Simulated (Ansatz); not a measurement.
Rows from a G0W0 calculation on GeH5CI3N2 (CH(NH2)2GeI3) (Ansatz 0.2.0; G0W0 on PBE, plane waves, PAW; 4×4×4 mesh, 992 empty bands, screening to 150 eV), in eV. Spin-orbit coupling is left out.

The structure was built from a prototype and need not be the compound's stable phase.

```tsv
row	k	band	start	Σx	Σc at the solution	Vxc
A	(-0.500, -0.500, -0.500)	v1	3.445	-16.110	0.478	-14.889
B	(-0.500, -0.500, -0.500)	c2	5.354	-7.877	-3.414	-11.497
C	(-0.500, -0.500, -0.500)	c3	5.583	-7.851	-3.457	-11.515
D	(-0.500, -0.500, -0.500)	c1	5.017	-8.427	-3.236	-11.799
E	(-0.500, -0.500, -0.500)	v2	2.839	-17.479	1.814	-14.589
F	(-0.500, -0.500, -0.500)	v3	2.807	-17.509	1.875	-14.530
```

Question: Give the quasiparticle energies and the shift of each level.

The quasiparticle equation reads E = start + Σx + Σc(E) − Vxc.

```tsv
row	E (eV)	shift (eV)
A	2.702	−0.743
B	5.560	+0.206
C	5.791	+0.208
D	5.153	+0.136
E	1.762	−1.077
F	1.703	−1.104
```

The gap over the computed points goes from 1.57 eV to 2.45 eV.

Limits: not at the basis limit; no spin-orbit coupling.

[Paths, hosts, dates, memory and timing lines, banners, echoed tables and standing remarks are left out of the program output.]

[Logs are printed without paths, hosts, clocks, repeated set-up lines and the standing remarks that a program may print on its own settings, such as how far it seeks lower states.]

[Runs of the session that timed out or met a known fault of the program may be left out.]

[Cells called generated may have been cut or substituted from an entry of the Crystallography Open Database or the Materials Project.]

[Hosts, paths, dates, database ids (printed as entryN), source tags and the programs' standing remarks are cut or masked in the printed files.]
